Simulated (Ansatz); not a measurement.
## What BAu2 (built on the sites of a database entry of AlAu2) distorts into

Which phase does BAu2 (built on the sites of a database entry of AlAu2) fall into along its unstable mode, and how much energy does it gain?

Calculated with Ansatz 0.2.0; DFT PBEsol, scalar-relativistic, plane waves, norm-conserving pseudopotentials.

This is a report of a sequence of runs, with most program output left out.

The structure was built from a prototype and need not be the compound's stable phase.

### Step 1. Starting point

It takes space group I4/mmm (No. 139, tetragonal). Conventional cell: a = 2.849 Å, b = 2.849 Å, c = 10.121 Å, α = 90.00°, β = 90.00°, γ = 90.00°. B has 8 Au at 2.45 Å nearest. Nearest to Au lie 4 B at 2.45 Å. Farther neighbours are not listed.

### Step 2. Zone-centre response

The cell comes from relaxations at this level that are not shown. The zone centre is the only wavevector solved here; it holds the modes that light can see, as far as symmetry allows. No field response is asked, since the mesh shows no gap.

input.yaml reads:

```yaml
crystal:
  lattice:
    - [-1.4243709866, 1.4243709866, 5.0604588237]
    - [1.4243709866, -1.4243709866, 5.0604588237]
    - [1.4243709866, 1.4243709866, -5.0604588237]
  atoms:
    - { symbol: B, position: [0.0, 0.0, 0.0] }
    - { symbol: Au, position: [0.6384293737, 0.6384293737, 0.0] }
    - { symbol: Au, position: [0.3615706263, 0.3615706263, 0.0] }
kpoints:
  mp_grid: { grid: [18, 18, 18] }
hamiltonian:
  xc: pbesol
  pseudopotentials: { kind: nc }
scf:
  occupations: { method: methfessel_paxton, width: 0.2 }
output:
  eigenvalues: true
phonons:
  method: dfpt
```

Started as:

```console
$ ansatz run input.yaml --threads 8 --pin off --max-ram 14336MiB --backend cpu --events-out ev --progress --plain --runs-dir out
```

The job ended after 9.5 min (8 threads of Arm Neoverse N1, shared host; peak memory 7.5 GiB).

This step gave:

| Item | Value |
| --- | --- |
| volume per atom | 13.69 Å³ |
| gap on the k-mesh | 0 eV |
| sum-rule residual before enforcement | 1.50e-4 eV/Å² |
| point group | 4/mmm |
| highest optical mode at the zone centre (no LO-TO term) | 183.8 cm⁻¹ |
| lowest optical zone-centre mode | -108.3 cm⁻¹ |

Patterns of degenerate modes are one choice out of their space. Modes at Γ, with each element's share of the kinetic energy (negative means imaginary):

```
mode  frequency (cm⁻¹)  symmetry  B %  Au %
   1            -108.3        Eu   97     3
   2            -108.3        Eu   97     3
   3             -34.0        Eg    0   100
   4             -34.0        Eg    0   100
   5               0.0  acoustic    3    97
   6               0.0  acoustic    3    97
   7               0.0  acoustic    3    97
   8             136.7       A1g    0   100
   9             183.8       A2u   97     3
```

Displacements in mode 1 (-108.3 cm⁻¹), the largest set to 1:
```
B1   1.00  0.00  0.00
Au2 -0.03  0.00  0.00
Au3 -0.03  0.00  0.00
```

Displacements in mode 4 (-34.0 cm⁻¹), the largest set to 1:
```
B1   0.00  0.00  0.00
Au2 -1.00  0.00  0.00
Au3  1.00  0.00  0.00
```

Before it was imposed, the acoustic sum rule was missed by 1.5e-4 eV/Å². Small misses are needed for a sound result but don't prove that mesh and cutoff are converged. The lowest optical mode is imaginary, 108.3i cm⁻¹, so the energy falls along it.

### Step 3. The mode frozen in, largest atomic shift 0 Å

The mode followed lies at Γ with frequency 108.3i cm⁻¹ and is 2-fold degenerate, the softest among the wavevectors solved. At small amplitude the distorted cell has space group no. 44 by a symmetry search on the positions. The undistorted cell that holds it gives the zero of energy on the same k mesh.

input.yaml, as its differences from that of step 2:

```diff
@@ -17,4 +17,4 @@
 output:
+  forces: true
+  stress: true
   eigenvalues: true
-phonons:
-  method: dfpt
```

Run time: 21 s. Hardware: 8 threads; peak memory 1.3 GiB; 2.7 min of CPU time.

Numbers from this step:

| Item | Value |
| --- | --- |
| pressure | 7.11e-4 GPa |
| energy from the undistorted cell | 0 meV/atom |

The run ends at a pressure of 0.00 GPa, with forces up to 2.9e-4 eV/Å.

### Step 4. The mode frozen in, largest atomic shift 0.45 Å

The atoms are moved along the unstable eigenvector, the largest shift by 0.45 Å, with the cell fixed.

input.yaml, the sections that differ from step 3:

```yaml
crystal:
  lattice:
    - [-1.4243709866, 1.4243709866, 5.0604588237]
    - [1.4243709866, -1.4243709866, 5.0604588237]
    - [1.4243709866, 1.4243709866, -5.0604588237]
  atoms:
    - { symbol: B, position: [0.0, -0.1579644644, -0.1579644644] }
    - { symbol: Au, position: [0.6384293737, 0.6427641089, 0.0043347352] }
    - { symbol: Au, position: [0.3615706263, 0.3659053616, 0.0043347352] }
# kpoints, hamiltonian, scf, output: as in step 3
```

Wall time 65 s (8 threads); peak memory 1.9 GiB.

This step gave:

- pressure: 6.525 GPa
- energy from the undistorted cell: -7.317 meV/atom

The energy, extrapolated to zero smearing, is -7.32 meV/atom against the undistorted cell.

The run ends at a pressure of 6.52 GPa, with forces up to 0.64 eV/Å.

### Step 5. Energy along the mode, all amplitudes (two of the runs are shown above)

An imaginary frequency means negative curvature, so the energy should fall and then rise again as anharmonic terms take over.

Numbers from this step:

| Quantity | Value |
| --- | --- |
| depth at the lowest point sampled | 7.317 meV/atom |
| largest atomic shift at that point | 0.45 Å |

Energy from the parent against largest atomic shift:

```csv
largest atomic shift (Å),energy from the parent (meV/atom)
0.000,0
0.040,-0.128
0.080,-0.501
0.140,-1.46
0.220,-3.22
0.320,-5.53
0.450,-7.32
0.600,-5.85
```

Displacement at unit largest shift by atom:

```csv
atom,x (Å),y (Å),z (Å),size
B1,-1.00,0.00,0.00,1.00
Au2,0.03,0.00,0.00,0.03
Au3,0.03,0.00,0.00,0.03
```

The lowest of the steps tried is at 0.45 Å, 7.32 meV/atom below the parent; the bottom of the well need not coincide with a step.

### Step 6. Relaxation from the frozen mode

Starting from the lowest point found, all atoms and the cell are let go, so that strain and other modes of the same symmetry can join in.

input.yaml, as its differences from that of step 4:

```diff
@@ -20 +20,6 @@
   eigenvalues: true
+relax:
+  adjacent_minimum: "off"
+  f_tol: 0.002
+  max_steps: 120
+  cell: { stress_tol: 0.03 }
```

Elapsed: 26 min, on 8 threads; peak memory 2.5 GiB; 3.4 h of CPU time.

Relaxation path:

```
step  energy less that of the first step (eV)  largest force component (eV/Å)  pressure (GPa)  volume (Å³)
   1                                   0.0000                          0.6430            6.52        41.07
   2                                  -0.0688                          0.5456           -3.48        43.46
   3                                  -0.0974                          0.6467           -0.49        42.83
   4                                  -0.1863                          0.7799           -1.14        43.68
   5                                  -0.3150                          1.0432           -3.21        45.11
   6                                  -0.5466                          0.1163            3.43        45.11
   7                                  -0.5178                          0.4360           -3.34        46.80
   8                                  -0.5692                          0.0530            1.04        45.94
   9                                  -0.5851                          0.0428            0.78        46.18
  10                                  -0.5881                          0.1884           -0.74        46.73
  11                                  -0.5935                          0.0322            0.10        46.50
  12                                  -0.5936                          0.0003           -0.04        46.54
  13                                  -0.5936                          0.0001            0.00        46.53
 14*                                  -0.6146                          0.0004            0.85        46.53
  15                                  -0.6197                          0.0046            0.27        46.92
  16                                  -0.6206                          0.0056            0.03        47.17
  17                                  -0.6206                          0.0137           -0.06        47.20
  18                                  -0.6206                          0.0015            0.00        47.19
 19*                                  -0.6208                          0.0015            0.01        47.19
  20                                  -0.6208                          0.0001            0.00        47.21
 21*                                  -0.6209                          0.0001            0.00        47.21
```

Relaxation steps marked * repeat the geometry before them on a plane-wave basis chosen anew for their cell, so energy and pressure can jump there. Relaxation step 7 was tried and not accepted.

Forces are held to the 4 operations that the run works with; a distortion that breaks them can't arise in this run.

| cell as run | before | after | change |
| --- | --- | --- | --- |
| a (Å) | 5.447 | 5.089 | -6.6 % |
| b (Å) | 5.447 | 5.089 | -6.6 % |
| c (Å) | 5.447 | 5.089 | -6.6 % |
| α (°) | 149.68 | 142.83 | -4.6 % |
| β (°) | 149.68 | 143.38 | -4.2 % |
| γ (°) | 43.41 | 53.17 | +22.5 % |
| volume (Å³/atom) | 13.69 | 15.74 | +15.0 % |

The atoms that moved most (Å, as changes of fractional coordinates times the final cell):

```csv
atom,dx,dy,dz,length
B1,-0.730,0.000,0.000,0.730
Au3,0.365,0.000,-0.133,0.389
Au2,0.365,0.000,0.133,0.389
```

Final coordinates:

```xyz
3
Lattice="-1.6221 1.5988 4.5513 1.6221 -1.5988 4.5513 1.6221 1.5988 -4.5513" Properties=species:S:1:pos:R:3 pbc="T T T"
B    -1.2429    0.0000    0.0000
Au    0.3793    0.0000    5.9441
Au    0.3793    0.0000    3.1586
```

This step gave:

- pressure: 0.003914 GPa
- volume per atom: 15.74 Å³

The distorted start has space group Imm2; the relaxation ends in Immm.

### Step 7. The new phase in its own primitive cell

The relaxed structure is symmetrised, reduced to its primitive cell and relaxed tightly, as its phonons need.

input.yaml, the sections that differ from step 6:

```yaml
crystal:
  lattice:
    - [-1.5988003238, 1.6221222454, 4.5513374923]
    - [1.5988003238, -1.6221222454, 4.5513374923]
    - [1.5988003238, 1.6221222454, -4.5513374923]
  atoms:
    - { symbol: B, position: [0.5, 0.0, 0.5] }
    - { symbol: Au, position: [0.6530053725, 0.6530053725, 0.0] }
    - { symbol: Au, position: [0.3469946275, 0.3469946275, 0.0] }
relax:
  adjacent_minimum: "off"
  f_tol: 0.001
  max_steps: 60
  cell: { stress_tol: 0.01 }
# kpoints, hamiltonian, scf, output: as in step 6
```

Wall time 91 s (8 threads); peak memory 2.4 GiB; 12 min of CPU time.

Little changed from the start: no atom moved by 0.005 Å and no cell edge by 0.1 %.

This step gave:

```
pressure : 0.003918 GPa
```

The largest force component left is 0.074 meV/Å and the pressure is 0.004 GPa, within the tolerances set. The cell now holds 15.74 Å³/atom.

### Step 8. Modes of the new phase

A relaxed structure may still be a saddle point, so its zone-centre modes are computed. No field response is asked, since the mesh shows no gap.

input.yaml, as its differences from that of step 7:

```diff
@@ -17,9 +17,4 @@
 output:
-  forces: true
-  stress: true
   eigenvalues: true
-relax:
-  adjacent_minimum: "off"
-  f_tol: 0.001
-  max_steps: 60
-  cell: { stress_tol: 0.01 }
+phonons:
+  method: dfpt
```

The job ended after 14 min (8 threads; peak memory 7.8 GiB; 1.8 h of CPU time).

Numbers from this step:

| Quantity | Value |
| --- | --- |
| sum-rule residual before enforcement | 3.97e-5 eV/Å² |
| point group | mmm |
| highest optical mode at the zone centre (no LO-TO term) | 559.9 cm⁻¹ |
| lowest optical zone-centre mode | 49.51 cm⁻¹ |

Patterns of degenerate modes are one choice out of their space. Modes at Γ, with each element's share of the kinetic energy:

```csv
mode,frequency (cm⁻¹),symmetry,B %,Au %
1,0.0,acoustic,3,97
2,0.0,acoustic,3,97
3,0.0,acoustic,3,97
4,49.5,B3g,0,100
5,110.8,B2g,0,100
6,164.1,Ag,0,100
7,247.5,B2u,97,3
8,514.1,B1u,97,3
9,559.9,B3u,97,3
```

Displacements in mode 4 (49.5 cm⁻¹), the largest set to 1:
```
B1   0.00  0.00  0.00
Au2  0.00 -1.00  0.00
Au3  0.00  1.00  0.00
```

Displacements in mode 5 (110.8 cm⁻¹), the largest set to 1:
```
B1   0.00  0.00  0.00
Au2  1.00  0.00  0.00
Au3 -1.00  0.00  0.00
```

Before it was imposed, the acoustic sum rule was missed by 4.0e-5 eV/Å². Small misses are needed for a sound result but don't prove that mesh and cutoff are converged. The lowest optical mode is real, 49.5 cm⁻¹.

### Step 9. Summary of results

- unstable mode of the parent: q = (0, 0, 0), 108i cm⁻¹
- depth at the lowest point sampled: 7.32 meV/atom
- largest atomic shift at that point: 0.45 Å
- space group reached (within 0.01 Å): Immm
- energy gained over the parent (first relaxation, on the mesh of the frozen mode): 214 meV/atom
- volume per atom, phase reached: 15.7 Å³
- lowest optical zone-centre mode, phase reached: 49.5 cm⁻¹
- highest optical mode at the zone centre (no LO-TO term), phase reached: 560 cm⁻¹

**Reading.** Along this mode the structure falls into Immm, 214 meV/atom below the parent. At the parent's cell the well is 7.317 meV/atom deep on the steps tried, with its lowest point at a shift of 0.45 Å. Relaxing atoms and cell changes the gain by +206.96 meV/atom against the lowest step (energies at zero smearing). Most of the total comes from this relaxation. The new phase has no imaginary mode at the zone centre of its cell; other wavevectors were not checked. Each path keeps the symmetry of its pattern, so a lower phase may lie along a pattern not tried. With no gap, or one that is small against the smearing, the frequencies hang on the k mesh and the smearing, most of all near Kohn anomalies. The phonon runs are without spin polarisation, although the cell has an odd electron count. Spin-orbit coupling is left out, which can matter for the heavy elements here. The starting cell was built on a prototype and not taken from a measurement, so the phase need not exist.

[Logs are printed without paths, hosts, clocks, repeated set-up lines and the standing remarks that a program may print on its own settings, such as how far it seeks lower states.]

[Hosts, paths, dates, database ids (printed as entryN), source tags and the programs' standing remarks are cut or masked in the printed files.]
